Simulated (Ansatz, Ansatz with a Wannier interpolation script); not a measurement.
# From a coarse GW mesh to bands everywhere: SiO2 (Stishovite)

G0W0 gives levels on a mesh alone; what do the bands of SiO2 (Stishovite) look like between the points?

Calculated with Ansatz 0.2.0; LDA, Wannier functions and G0W0, plane waves, PAW.

Report form: the programs' logs are mostly left out.

## Step 1: The structure

It takes space group P4_2/mnm (No. 136, tetragonal). Conventional cell: a = 4.177 Å, b = 4.177 Å, c = 2.665 Å, α = 90.00°, β = 90.00°, γ = 90.00°. Si has 6 O at 1.76 to 1.81 Å nearest. Nearest to O lie 3 Si at 1.76 to 1.81 Å. Farther neighbours and most contacts between anions are not listed.

As a file:

```cif
data_structure
_symmetry_space_group_name_H-M 'P 1'
_symmetry_Int_Tables_number 1
_cell_length_a 4.1773
_cell_length_b 4.1773
_cell_length_c 2.6652
_cell_angle_alpha 90.000
_cell_angle_beta 90.000
_cell_angle_gamma 90.000
_cell_volume 46.51
loop_
_atom_site_label
_atom_site_type_symbol
_atom_site_fract_x
_atom_site_fract_y
_atom_site_fract_z
_atom_site_occupancy
Si1 Si 0.00000 0.00000 0.00000 1
Si2 Si 0.50000 0.50000 0.50000 1
O3 O 0.30590 0.30590 0.00000 1
O4 O 0.19410 0.80590 0.50000 1
O5 O 0.69410 0.69410 0.00000 1
O6 O 0.80590 0.19410 0.50000 1
```

The cell and positions come from the Crystallography Open Database and are kept as given unless a step says otherwise.

## Step 2: LDA bands

The cheap functional maps the bands first; the places of the edges decide which points the dearer methods must see.

This step: DFT, LDA, plane waves, PAW; PAW set soft_1.

Input file input.yaml:

```yaml
crystal:
  lattice:
    - [4.1773, 0.0, 0.0]
    - [0.0, 4.1773, 0.0]
    - [0.0, 0.0, 2.6652]
  atoms:
    - { symbol: Si, position: [0.0, 0.0, 0.0] }
    - { symbol: Si, position: [0.5, 0.5, 0.5] }
    - { symbol: O, position: [0.3059, 0.3059, 0.0] }
    - { symbol: O, position: [0.1941, 0.8059, 0.5] }
    - { symbol: O, position: [0.6941, 0.6941, 0.0] }
    - { symbol: O, position: [0.8059, 0.1941, 0.5] }
kpoints:
  mp_grid: { grid: [4, 4, 6] }
  band_path:
    path:
      - [[0.0, 0.0, 0.0], [0.0, 0.5, 0.0], [0.5, 0.5, 0.0], [0.0, 0.0, 0.0], [0.0, 0.0, 0.5], [0.0, 0.5, 0.5], [0.5, 0.5, 0.5], [0.0, 0.0, 0.5]]
      - [[0.0, 0.5, 0.0], [0.0, 0.5, 0.5]]
      - [[0.5, 0.5, 0.0], [0.5, 0.5, 0.5]]
    npoints: 10
hamiltonian:
  xc: lda
  pseudopotentials: { kind: paw, azcp: { folder: soft_1 }, xc_functional: pbe }
scf:
  occupations: { method: fermi_dirac, width: 0.02 }
  n_extra_bands: 30
output:
  eigenvalues: true
  fatbands: true
  write_density: true
  write_potential: true
  elf: true
  volumetric_format: npy
```

Launch:

```sh
$ ansatz run input.yaml --threads 3 --pin off --max-ram 92160MiB --backend cuda --events-out ev --progress --plain --runs-dir out --devices 1 --max-vram 13GiB
```

Wall time 13 s (1 × NVIDIA H100 80GB HBM3 (shared by 6 runs) with 3 threads of AMD EPYC 7R13 (Zen 3), shared host); peak memory 0.89 GiB; 5 s of CPU time.

This step gave:

```
filled bands         : 16
gap                  : 5.622 eV
valence top at       : Γ
conduction bottom at : Γ
least direct gap     : 5.622 eV
```

The gap is direct, at Γ.

Electrostatic potential energy in the ab plane at fractional z = 0.000, with atoms of Si and O within 0.2 Å of it. With pseudopotentials it is smooth inside the atoms' cores, unlike the true potential.

Values in eV, 14 rows by 14 columns, each cell a mean:
```
-10 -22 -18   2  11  14  16  16  15  13   8  -2 -24 -19
-26 -24  -6   6  12  14  15  15  12   5   2   2 -14 -24
 -5  -1   7  10  13  14  14  12  -8 -22 -24 -15   2  -2
  8   9  11  12  14  14  13   7 -21 -29 -30 -24   2   8
 14  14  14  14  13  12  11   5 -23 -30 -29 -22   5  13
 15  15  15  14  12  11  10   8 -10 -23 -21  -8  12  15
 16  16  15  12   9   8   8   8   8   5   7  12  15  16
 16  15  11  -3 -14 -11   4   8  10  11  13  14  15  16
 14  14  -3 -23 -30 -29 -11   8  11  12  14  14  14  14
 11  11  -9 -27 -30 -30 -14   9  12  13  14  13  12  11
  0   3  -4 -21 -27 -23  -3  12  14  14  12  10   6   2
-21 -16  -2  -4  -9  -3  11  15  15  14  11   7  -6 -18
-16 -25 -16   3  11  14  15  16  15  14   9  -1 -24 -22
  5 -16 -21   0  11  14  16  16  15  14   8  -5 -26 -10
```
Columns run along a (4.2 Å; values clipped at the 3rd and 97th percentile), rows up along b (4.2 Å). Atoms in or near the plane, at fractional coordinates: Si at (0.00, 0.00), O at (0.31, 0.31), O at (0.69, 0.69).

ELF in the ab plane at fractional z = 0.000, with atoms of Si and O within 0.2 Å of it. It is the smooth field of the valence electrons, not physical close to the nuclei.

Ten even steps from '_' (0.03) to '@' (0.84), each cell a mean:
```
........______..--++++++--::
........______==%%@@@@@@##--
......______::##@@@@%%@@@@++
..__________--%%@@++++%%@@++
____________::##%%++++@@@@++
______........==%%%%@@@@%%--
__..==**##++::..==##%%##==..
__--%%@@@@%%++::..::--::____
..**@@@@**##%%++..__________
::**@@##--**@@##..__________
::**@@@@##@@@@**..______....
::**@@@@@@@@%%==______......
..::********--..______......
--..::::::..________........
```
Columns run along a (4.2 Å), rows up along b (4.2 Å). Atoms in or near the plane, at fractional coordinates: Si at (0.00, 0.00), O at (0.31, 0.31), O at (0.69, 0.69).

## Step 3: Wannier functions (O:2p Si:3s Si:3p) on 8×8×12

Localised functions give a small Hamiltonian that interpolates between mesh points at no cost.

This step: maximally localised Wannier functions, LDA, plane waves, PAW; PAW set soft_1.

input.yaml, the sections that differ from step 2:

```yaml
kpoints:
  mp_grid: { grid: [4, 4, 6] }
scf:
  occupations: { method: fixed }
  n_extra_bands: 30
output:
  wannier:
    kmesh: [8, 8, 12]
    projections:
      - { species: O, l: p, shell: 2 }
      - { species: Si, l: s, shell: 3 }
      - { species: Si, l: p, shell: 3 }
    minimise: true
    write_hr: true
    seedname: w
    conv_tol: 1.0e-06
    max_iter: 20000
    stability_check: false
    disentanglement:
      window: [-0.81, 28.4]
      frozen_window: [-0.81, 19.89]
      conv_tol: 1.0e-08
# crystal, hamiltonian: as in step 2
```

The job ended after 13 s (1 × NVIDIA H100 80GB HBM3 (shared by 6 runs) with 3 threads; peak memory 1.2 GiB).

This step gave:

```yaml
gauge_invariant_spread: 22.28 Å²
diagonal_spread: 0.004020 Å²
off_diagonal_spread: 5.161 Å²
total_spread: 27.45 Å²
least_projectability: 0.1800
localisation_steps: 56
disentanglement_steps: 325
r_m_s_interpolation_error: 0.001183 eV
r_m_s_error_near_the_gap: 0.002078 eV
```

Near the gap the model misses directly solved bands by 2.1 meV r.m.s. and by 33 meV at most in the window tested. This tests the starting bands, not the corrections carried with them.

Wannier functions, by row:

```tsv
function	x (Å)	y (Å)	z (Å)	spread (Å²)	nearest atom	distance (Å)
1	1.264	1.264	0	0.784	O3	0.02
2	1.267	1.304	0	0.784	O3	0.028
3	1.304	1.267	0	0.784	O3	0.028
4	0.825	3.353	1.333	0.784	O4	0.02
5	0.822	3.392	1.333	0.784	O4	0.028
6	0.785	3.355	1.333	0.784	O4	0.028
7	2.913	2.913	0	0.784	O5	0.02
8	2.911	2.874	0	0.784	O5	0.028
9	2.874	2.911	0	0.784	O5	0.028
10	3.353	0.825	1.333	0.784	O6	0.02
11	3.355	0.785	1.333	0.784	O6	0.028
12	3.392	0.822	1.333	0.784	O6	0.028
13	0	0	0	1.901	Si1	0
14	2.089	2.089	1.333	1.901	Si2	0
15	0	0	0	3.075	Si1	0
16	0	0	0	2.022	Si1	0
17	0	0	0	2.022	Si1	0
18	2.089	2.089	1.333	3.075	Si2	0
19	2.089	2.089	1.333	2.022	Si2	0
20	2.089	2.089	1.333	2.022	Si2	0
```

Frozen up to 9.62 eV; above it the model need not follow the bands. The electronic bands at the labelled points (eV, zero at the valence-band top):

```tsv
point	band 13	band 14	band 15	band 16	band 17	band 18	band 19	band 20
Γ	-2.54	-0.90	-0.90	0.00	5.62	6.48	8.35	8.35
halfway	-2.50	-2.10	-1.00	-0.47	6.47	7.02	8.53	8.54
X	-2.71	-2.71	-1.08	-1.08	7.63	7.63	8.91	8.91
halfway	-2.96	-2.96	-1.50	-1.50	7.41	7.41	9.39	9.39
M	-2.72	-2.72	-2.32	-2.32	7.30	7.30	9.89	9.89
halfway	-2.60	-2.52	-1.48	-0.82	6.69	7.51	8.51	9.30
Γ	-2.54	-0.90	-0.90	0.00	5.62	6.48	8.35	8.35
halfway	-4.41	-1.54	-1.54	-0.81	7.41	9.73	10.96	11.41
Z	-3.16	-3.16	-2.72	-2.72	8.92	8.92	12.55	12.55
halfway	-2.85	-2.85	-2.30	-2.30	8.83	8.83	10.75	10.75
R	-2.32	-2.32	-1.80	-1.80	8.61	8.61	9.74	9.74
halfway	-2.29	-2.29	-1.66	-1.66	7.58	7.58	10.99	10.99
A	-1.79	-1.79	-1.57	-1.57	7.06	7.06	11.18	11.18
halfway	-2.61	-2.51	-2.38	-1.87	7.89	8.37	10.47	12.10
Z	-3.16	-3.16	-2.72	-2.72	8.92	8.92	12.55	12.55
jump to X	-2.71	-2.71	-1.08	-1.08	7.63	7.63	8.91	8.91
halfway	-2.92	-2.92	-1.46	-1.46	8.96	8.96	10.59	10.59
R	-2.32	-2.32	-1.80	-1.80	8.61	8.61	9.74	9.74
jump to M	-2.72	-2.72	-2.32	-2.32	7.30	7.30	9.89	9.89
halfway	-1.97	-1.97	-1.74	-1.74	8.03	8.03	11.94	11.94
A	-1.79	-1.79	-1.57	-1.57	7.06	7.06	11.18	11.18
```

The same for Kohn-Sham, solved directly:

```tsv
point	band 13	band 14	band 15	band 16	band 17	band 18	band 19	band 20
Γ	-2.54	-0.90	-0.90	0.00	5.62	6.48	8.35	8.35
X	-2.71	-2.71	-1.08	-1.08	7.63	7.63	8.91	8.91
M	-2.72	-2.72	-2.32	-2.32	7.30	7.30	9.89	9.89
Γ	-2.54	-0.90	-0.90	0.00	5.62	6.48	8.35	8.35
Z	-3.16	-3.16	-2.72	-2.72	8.92	8.92	12.41	12.41
R	-2.32	-2.32	-1.80	-1.80	8.61	8.61	9.72	9.72
A	-1.79	-1.79	-1.57	-1.57	7.06	7.06	10.77	10.77
Z	-3.16	-3.16	-2.72	-2.72	8.92	8.92	12.41	12.41
X	-2.71	-2.71	-1.08	-1.08	7.63	7.63	8.91	8.91
R	-2.32	-2.32	-1.80	-1.80	8.61	8.61	9.72	9.72
M	-2.72	-2.72	-2.32	-2.32	7.30	7.30	9.89	9.89
A	-1.79	-1.79	-1.57	-1.57	7.06	7.06	10.77	10.77
```

## Step 4: G0W0 at every point of the mesh: 4×4×6 mesh, 213 empty bands, screening to 160 eV, PAW set soft_1 files

Now the one-shot GW correction: screening in the RPA, then the self-energy of the levels asked for.

This step: G0W0 on LDA, plane waves, PAW; PAW set soft_1.

input.yaml, the sections that differ from step 3:

```yaml
scf:
  occupations: { method: fixed }
gw:
  n_empty_bands: 213
  ecut_chi: 160.0
  qp_bands: [v12, c4]
  screening: { model: contour_deformation }
# crystal, kpoints, hamiltonian: as in step 3
# output: removed
```

Run time: 29 s. Hardware: 1 × NVIDIA H100 80GB HBM3 (shared by 6 runs) with 3 threads; peak memory 1.2 GiB.

This step gave:

| Quantity | Value |
| --- | --- |
| bands summed | 229 |
| RPA ε∞ on this mesh (eigenvalues) | 3.284, 3.284, 3.452 |
| plane waves in the screening matrix | 209 |
| q-points in the mesh | 96 |
| G0W0 gap on the mesh | 8.511 eV |
| k of the valence top | 0, 0, 0 |
| k of the conduction bottom | 0, 0, 0 |
| starting gap on the mesh | 5.622 eV |
| Z at the valence top | 0.8098 |
| Z at the conduction bottom | 0.8430 |
| least direct G0W0 gap on the computed points | 8.511 eV |

The gap on the mesh goes from 5.62 eV to 8.51 eV, a correction of +2.89 eV. Between the two edge states, bare exchange in place of the xc potential would open the gap by 12.04 eV, and correlation takes back 9.15 eV.

## Step 5: Interpolating the corrections

A script adds the corrections, carried to the Wannier functions and back, to the LDA levels, along the path and on a 13×13×18 mesh.

* G0W0 gap over the zone: 8.511 eV
* valence top at: Γ
* conduction bottom at: Γ
* starting gap over the zone: 5.622 eV
* least direct G0W0 gap: 8.511 eV
* G0W0 gap on the mesh: 8.511 eV
* valence width, start: 10.92 eV
* valence width, G0W0: 11.49 eV
* gap by a rigid shift: 8.511 eV

Levels solved directly plus the interpolated quasiparticle correction. Limits: finite bands, cutoff and mesh; coarse k mesh. Quasiparticle bands along the path, in eV, zero at the valence-band top of each set:

```tsv
point	band 13	band 14	band 15	band 16	band 17
Γ	-2.59	-0.89	-0.89	0.00	8.51
halfway	-2.54	-2.24	-1.02	-0.51	9.46
X	-2.77	-2.77	-1.16	-1.16	10.72
halfway	-3.04	-3.04	-1.63	-1.63	10.48
M	-2.92	-2.92	-2.58	-2.58	10.38
halfway	-2.73	-2.65	-1.58	-0.89	9.69
Γ	-2.59	-0.89	-0.89	0.00	8.51
halfway	-4.63	-1.62	-1.62	-0.92	10.56
Z	-3.51	-3.51	-3.00	-3.00	12.28
halfway	-3.12	-3.12	-2.53	-2.53	12.16
R	-2.44	-2.44	-1.99	-1.99	11.84
halfway	-2.49	-2.49	-1.84	-1.84	10.70
A	-1.94	-1.94	-1.75	-1.75	10.16
halfway	-2.86	-2.72	-2.65	-2.08	11.09
Z	-3.51	-3.51	-3.00	-3.00	12.28
jump to X	-2.77	-2.77	-1.16	-1.16	10.72
halfway	-3.10	-3.10	-1.60	-1.60	12.29
R	-2.44	-2.44	-1.99	-1.99	11.84
jump to M	-2.92	-2.92	-2.58	-2.58	10.38
halfway	-2.19	-2.19	-1.84	-1.84	11.27
A	-1.94	-1.94	-1.75	-1.75	10.16
```

The same for LDA:

```tsv
point	band 13	band 14	band 15	band 16	band 17
Γ	-2.54	-0.90	-0.90	0.00	5.62
X	-2.71	-2.71	-1.08	-1.08	7.63
M	-2.72	-2.72	-2.32	-2.32	7.30
Γ	-2.54	-0.90	-0.90	0.00	5.62
Z	-3.16	-3.16	-2.72	-2.72	8.92
R	-2.32	-2.32	-1.80	-1.80	8.61
A	-1.79	-1.79	-1.57	-1.57	7.06
Z	-3.16	-3.16	-2.72	-2.72	8.92
X	-2.71	-2.71	-1.08	-1.08	7.63
R	-2.32	-2.32	-1.80	-1.80	8.61
M	-2.72	-2.72	-2.32	-2.32	7.30
A	-1.79	-1.79	-1.57	-1.57	7.06
```

Minima of the lowest conduction band, from levels solved directly at the displaced points, plus the interpolated correction; masses are left empty at degenerate points, on flat bands and where the interpolated correction rules the curvature; G0W0 masses are rough. Conduction valleys, by row:

```tsv
point	k (reciprocal lattice)	valleys in the zone	G0W0 level above the valence top (eV)	LDA level above the valence top (eV)	G0W0 principal masses (m_e)	LDA principal masses (m_e)
Γ	0.000 0.000 0.000	1	8.511	5.622	0.327 0.467 0.467	0.395 0.506 0.506
```

Second differences of levels solved directly at the displaced points, plus the interpolated correction, at the quasiparticle band edges; no spin-orbit coupling; left empty where the band is flat or the interpolated correction rules the curvature. Effective masses, by row:

```tsv
carrier	point	Cartesian direction	band	LDA mass (m_e)	G0W0 mass (m_e)
hole	Γ	100	16	1.066	0.969
hole	Γ	010	16	1.066	0.969
hole	Γ	001	16	1.743	1.51
hole	Γ	110	16	1.066	0.969
hole	Γ	111	16	1.224	1.1
electron	Γ	100	17	0.505	0.466
electron	Γ	010	17	0.505	0.466
electron	Γ	001	17	0.394	0.327
electron	Γ	110	17	0.505	0.466
electron	Γ	111	17	0.462	0.408
```

The density of states has structure finer than the step of the table below, so its rows give means over 0.5 eV, whole bins alone (the curve runs from -12 to 12.5 eV). Peaks (eV: height): G0W0 -10.50: 1.63, -8.40: 2.32, -6.50: 2.67, -3.80: 3.90, -1.80: 3.71, 11.30: 2.47; LDA -8.00: 2.35, -6.10: 2.80, -3.60: 4.24, -1.70: 4.00, 7.90: 2.38, 11.50: 2.58.

Wannier model on a dense mesh, Gaussian width 0.15 eV. Limits: finite bands, cutoff and mesh; coarse k mesh. The density of states by energy, zero at the valence-band top of each set; means over each step; values in states/eV/cell:

```tsv
energy (eV)	G0W0	LDA
-11.5	0.215	4.0e-5
-11.0	1.03	0.150
-10.5	1.53	0.969
-10.0	1.47	1.56
-9.5	1.33	1.51
-9.0	1.20	1.39
-8.5	2.04	1.24
-8.0	1.72	2.07
-7.5	1.82	1.78
-7.0	2.45	1.95
-6.5	2.54	2.61
-6.0	2.28	2.67
-5.5	2.18	2.47
-5.0	2.38	2.38
-4.5	2.80	2.83
-4.0	3.38	3.27
-3.5	3.52	3.99
-3.0	2.36	2.49
-2.5	3.25	2.98
-2.0	3.42	3.49
-1.5	3.03	3.65
-1.0	1.52	1.90
-0.5	0.450	0.547
0.0	0.0830	0.0991
0.5	1.3e-4	1.5e-4
1.0	0	0
1.5	0	0
2.0	0	0
2.5	0	0
3.0	0	0
3.5	0	0
4.0	0	0
4.5	0	0
5.0	0	0
5.5	0	0.00938
6.0	0	0.0821
6.5	0	0.228
7.0	0	0.655
7.5	0	1.70
8.0	2.9e-5	2.31
8.5	0.0163	1.86
9.0	0.0820	1.51
9.5	0.219	1.31
10.0	0.500	1.40
10.5	1.31	1.66
11.0	1.98	1.54
11.5	2.17	2.29
12.0	1.78	1.84
```

Corrections by starting level (eV, on the run's own energy scale, so only their differences matter):

```tsv
start	correction
-10.92	−1.74
-9.41	−1.68
-7.90	−1.65
-6.52	−1.62
-6.03	−1.52
-4.97	−1.47
-4.52	−1.40
-3.71	−1.34
-2.85	−1.44
-2.32	−1.30
-1.77	−1.38
-1.18	−1.21
-0.82	−1.25
5.62	+1.71
7.41	+1.89
8.68	+1.98
9.96	+1.88
11.16	+2.02
```

## Step 6: HSE06 bands, for comparison

This step: DFT, HSE06, plane waves, PAW; PAW set soft_1.

Changes to input.yaml since step 4:

```diff
@@ -14,11 +14,15 @@
   mp_grid: { grid: [4, 4, 6] }
+  band_path:
+    path:
+      - [[0.0, 0.0, 0.0], [0.0, 0.5, 0.0], [0.5, 0.5, 0.0], [0.0, 0.0, 0.0], [0.0, 0.0, 0.5], [0.0, 0.5, 0.5], [0.5, 0.5, 0.5], [0.0, 0.0, 0.5]]
+      - [[0.0, 0.5, 0.0], [0.0, 0.5, 0.5]]
+      - [[0.5, 0.5, 0.0], [0.5, 0.5, 0.5]]
+    npoints: 10
 hamiltonian:
-  xc: lda
-  pseudopotentials: { kind: paw, azcp: { folder: soft_1 }, xc_functional: pbe }
+  xc: hse06
+  pseudopotentials: { kind: paw, azcp: { folder: soft_1 } }
 scf:
   occupations: { method: fixed }
-gw:
-  n_empty_bands: 213
-  ecut_chi: 160.0
-  qp_bands: [v12, c4]
-  screening: { model: contour_deformation }
+  n_extra_bands: 6
+output:
+  eigenvalues: true
```

The job ended after 45 s (1 × NVIDIA H100 80GB HBM3 (shared by 6 runs) with 3 threads; peak memory 1.3 GiB).

Numbers from this step:

```yaml
filled_bands: 16
gap: 7.752 eV
valence_top_at: Γ
conduction_bottom_at: Γ
least_direct_gap: 7.752 eV
```

The gap stands +2.13 eV against LDA.

## Step 7: What came out

```
LDA gap                             : 5.62 eV
G0W0 gap over the zone              : 8.51 eV, direct
least direct G0W0 gap, in the model : 8.51 eV
GW settings                         : 4×4×6 mesh, 213 empty bands, screening to 160 eV, PAW set soft_1 files
known limits                        : not at the basis limit; coarse k mesh
```

**Reading.** The Wannier model follows the LDA bands to 2 meV r.m.s. near the gap. The G0W0 gap over the zone is 8.51 eV, direct, from Γ to Γ; on the mesh alone it is 8.51 eV, nearly the same. The valence width in the model goes from 10.92 eV to 11.49 eV. At the band edge the lightest electron mass is 0.39 m_e at the start and 0.33 m_e in G0W0; the G0W0 masses rest on corrections from the 4×4×6 mesh alone and are rough. HSE06 gives a gap of 7.75 eV on the same path. Bands and cutoff are finite, so the gap is not at the basis limit. The miss can reach some tenths of an eV and take either sign; the mesh is an error of its own. Above the frozen window of the model the interpolated levels need not meet the computed ones, even at points of the mesh. The 4×4×6 mesh is coarse for this cell (its supercell is 16 Å along the shortest edge). The RPA ε∞ on it, from the LDA start, is 3.28 and 3.45; such meshes misread the long-range screening, most where the gap is narrow.

[Paths, hosts, dates, memory and timing lines, banners, echoed tables and standing remarks are left out of the program output.]

[Logs are printed without paths, hosts, clocks, repeated set-up lines and the standing remarks that a program may print on its own settings, such as how far it seeks lower states.]

[Runs of the session that timed out or met a known fault of the program may be left out.]

[Hosts, paths, dates, database ids (printed as entryN), source tags and the programs' standing remarks are cut or masked in the printed files.]
